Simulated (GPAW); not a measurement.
# Sc: optical spectrum from first principles, part 2 of 2

Aim: the dielectric function of Sc, and the optical constants that follow from it.

GPAW 26.7.0; DFT, PBE, plane-wave PAW (GPAW data sets), scalar-relativistic, RPA, optical limit.

So far. Step 2 (Ground state): There are states at the Fermi level within the smearing, so the occupations stay smeared and the carriers get a Drude term.

### 4. Dielectric function, RPA (continued)

The Im ε has structure finer than the step of the table below, so its rows give means over 0.5 eV, whole bins alone (the curve runs from 0.305 to 14.0 eV). Peaks (eV: height): E ∥ x 5.92: 7.93; E ∥ z 1.63: 21.8, 5.82: 6.08.

Sum at mesh points, not converged in k. Im ε against photon energy; means over each step:

```
photon energy (eV)  E ∥ x  E ∥ z
               1.0   23.8   14.3
               1.5   22.0   19.8
               2.0   17.2   19.8
               2.5   11.0   14.5
               3.0   7.42   8.07
               3.5   6.57   6.77
               4.0   6.07   5.64
               4.5   3.45   3.22
               5.0   2.78   2.57
               5.5   4.23   3.84
               6.0   6.58   4.86
               6.5   2.93   2.59
               7.0   3.02   3.25
               7.5   3.34   3.05
               8.0   2.50   2.84
               8.5   1.85   1.98
               9.0   1.21   1.03
               9.5  0.942  0.762
              10.0  0.760  0.539
              10.5  0.656  0.368
              11.0  0.529  0.361
              11.5  0.455  0.379
              12.0  0.386  0.380
              12.5  0.305  0.262
              13.0  0.295  0.224
              13.5  0.258  0.308
```

Values under 1 per cm are given as 1; sum at mesh points, not converged in k. The absorption coefficient by photon energy:

```csv
photon energy (eV),E ∥ x (1/cm),E ∥ z (1/cm)
0.492,2.0e5,3.8e5
1.010,2.9e5,2.5e5
1.486,4.6e5,4.0e5
1.985,6.3e5,6.4e5
2.508,6.9e5,8.5e5
3.018,6.9e5,7.9e5
3.510,6.9e5,8.0e5
3.980,8.7e5,9.2e5
4.516,7.6e5,8.3e5
4.981,5.8e5,6.5e5
5.515,6.4e5,6.7e5
6.021,1.4e6,1.2e6
6.494,1.1e6,9.5e5
6.985,8.8e5,1.0e6
7.496,1.2e6,1.1e6
8.026,1.3e6,1.3e6
8.516,1.2e6,1.4e6
9.023,1.1e6,1.2e6
9.483,1.1e6,1.1e6
10.026,9.8e5,1.0e6
10.519,9.0e5,8.4e5
11.029,8.3e5,6.6e5
11.479,7.4e5,6.1e5
12.023,6.5e5,6.0e5
12.504,5.1e5,4.7e5
13.000,4.4e5,3.0e5
13.512,3.8e5,3.7e5
```

The Im ε, E ∥ x has structure finer than the step of the table below, so its rows give means over 0.5 eV, whole bins alone (the curve runs from 0.305 to 14.0 eV). Peaks (eV: height): without local fields 5.92: 7.83; with local fields 5.92: 7.93.

Sum at mesh points, not converged in k. The Im ε, E ∥ x by photon energy; means over each step:

```csv
photon energy (eV),without local fields,with local fields
1.0,24.9,23.8
1.5,23.0,22.0
2.0,16.9,17.2
2.5,10.8,11.0
3.0,7.49,7.42
3.5,6.64,6.57
4.0,6.02,6.07
4.5,3.43,3.45
5.0,2.79,2.78
5.5,4.26,4.23
6.0,6.42,6.58
6.5,2.84,2.93
7.0,3.10,3.02
7.5,3.29,3.34
8.0,2.39,2.50
8.5,1.73,1.85
9.0,1.11,1.21
9.5,0.853,0.942
10.0,0.677,0.760
10.5,0.578,0.656
11.0,0.460,0.529
11.5,0.384,0.455
12.0,0.316,0.386
12.5,0.247,0.305
13.0,0.234,0.295
13.5,0.203,0.258
```

The loss function −Im 1/ε at q → 0 has structure finer than the step of the table below, so its rows give means over 0.5 eV, whole bins alone (the curve runs from 0.305 to 14.0 eV). Peaks (eV: height): E ∥ x 12.67: 3.46; E ∥ z 12.67: 4.32.

Sum at mesh points, not converged in k. Loss function −Im 1/ε at q → 0 against energy loss; means over each step:

```
energy loss (eV)   E ∥ x   E ∥ z
             1.0  0.0371  0.0620
             1.5  0.0444  0.0468
             2.0  0.0569  0.0501
             2.5  0.0824  0.0582
             3.0   0.121  0.0937
             3.5   0.147   0.123
             4.0   0.144   0.129
             4.5   0.238   0.195
             5.0   0.348   0.353
             5.5   0.205   0.261
             6.0   0.134   0.179
             6.5   0.236   0.314
             7.0   0.328   0.297
             7.5   0.253   0.292
             8.0   0.271   0.264
             8.5   0.297   0.237
             9.0   0.359   0.262
             9.5   0.482   0.417
            10.0   0.635   0.453
            10.5   0.861   0.826
            11.0    1.15    1.68
            11.5    1.63    2.26
            12.0    2.25    2.51
            12.5    3.19    3.75
            13.0    3.12    2.89
            13.5    2.87    1.88
```

The reflectivity at normal incidence has structure finer than the step of the table below, so its rows give means over 0.5 eV, whole bins alone (the curve runs from 0.305 to 14.0 eV). Peaks (eV: height): E ∥ x 4.16: 46.1, 6.28: 49.9, 8.83: 52.0; E ∥ z 2.66: 60.4, 6.18: 44.2, 9.02: 61.0, 10.10: 62.6.

Sum at mesh points, not converged in k. Reflectivity at normal incidence against photon energy; means over each step:

| photon energy (eV) | E ∥ x (%) | E ∥ z (%) |
| --- | --- | --- |
| 1.0 | 52.4 | 50.9 |
| 1.5 | 53.3 | 49.9 |
| 2.0 | 54.3 | 54.3 |
| 2.5 | 51.9 | 58.9 |
| 3.0 | 46.4 | 54.4 |
| 3.5 | 39.9 | 48.0 |
| 4.0 | 44.4 | 50.4 |
| 4.5 | 40.4 | 48.9 |
| 5.0 | 22.5 | 30.1 |
| 5.5 | 21.5 | 22.7 |
| 6.0 | 42.1 | 40.8 |
| 6.5 | 45.5 | 37.0 |
| 7.0 | 28.4 | 30.1 |
| 7.5 | 37.5 | 34.1 |
| 8.0 | 42.8 | 40.5 |
| 8.5 | 46.4 | 51.4 |
| 9.0 | 49.9 | 59.8 |
| 9.5 | 47.7 | 55.0 |
| 10.0 | 45.8 | 59.8 |
| 10.5 | 41.8 | 56.4 |
| 11.0 | 40.7 | 42.7 |
| 11.5 | 36.0 | 32.6 |
| 12.0 | 32.2 | 28.1 |
| 12.5 | 27.5 | 28.0 |
| 13.0 | 19.2 | 15.1 |
| 13.5 | 15.6 | 9.86 |

Optical constants at common wavelengths, from n + ik = √ε:

```csv
wavelength (nm),n x,k x,R (%) x,1/α x,n z,k z,R (%) z,1/α z
1550,4.15,2.847,52.1,43 nm,1.86,3.604,64.8,34 nm
1064,4.00,3.027,53.2,28 nm,3.29,2.394,45.5,35 nm
532,2.11,2.934,53.8,14 nm,2.55,3.369,57.4,13 nm
450,1.79,2.600,50.8,14 nm,1.63,3.044,59.7,12 nm
308,1.41,2.137,45.7,11 nm,1.24,2.263,51.1,11 nm
248,1.21,1.149,21.9,17 nm,0.99,1.272,29.1,16 nm
193,0.86,1.811,49.0,8.5 nm,0.83,1.557,42.6,9.9 nm
```

In reflection the computed colour is light grey: x = 0.312, y = 0.331, luminous reflectivity 55 %.

### 5. Results

In words: At this level (PBE, RPA) Sc is a metal. The mesh is too coarse to trust the carriers' weight, the reflectivity or the colour to better than tens of per cent. In reflection the computed colour is light grey: x = 0.312, y = 0.331, luminous reflectivity 55 %. The carriers' damping of 0.05 eV is typed, not computed; it shapes the response at the lowest energies. In this version of GPAW the matrix elements of the optical limit are incomplete, which can lower ε − 1 by up to a tenth where first-row anions or d states rule, and shift it by more in d metals. GPAW's carrier term has the form −ωp²/(ω + i·rate)², which damps like twice the rate and fails at low energy, so the curves leave the lowest energies out. The sum runs over mesh points 0.15 Å⁻¹ apart with no interpolation, so peaks are partly noise of the mesh, and the Drude plasma energy, a sum over the Fermi surface, isn't converged.

[Machine, clock and banner lines and Python warnings are left out of the logs.]

[Logs are printed without paths, hosts, clocks, repeated set-up lines and the standing remarks that a program may print on its own settings, such as how far it seeks lower states.]

[Hosts, paths, dates, database ids (printed as entryN), source tags and the programs' standing remarks are cut or masked in the printed files.]
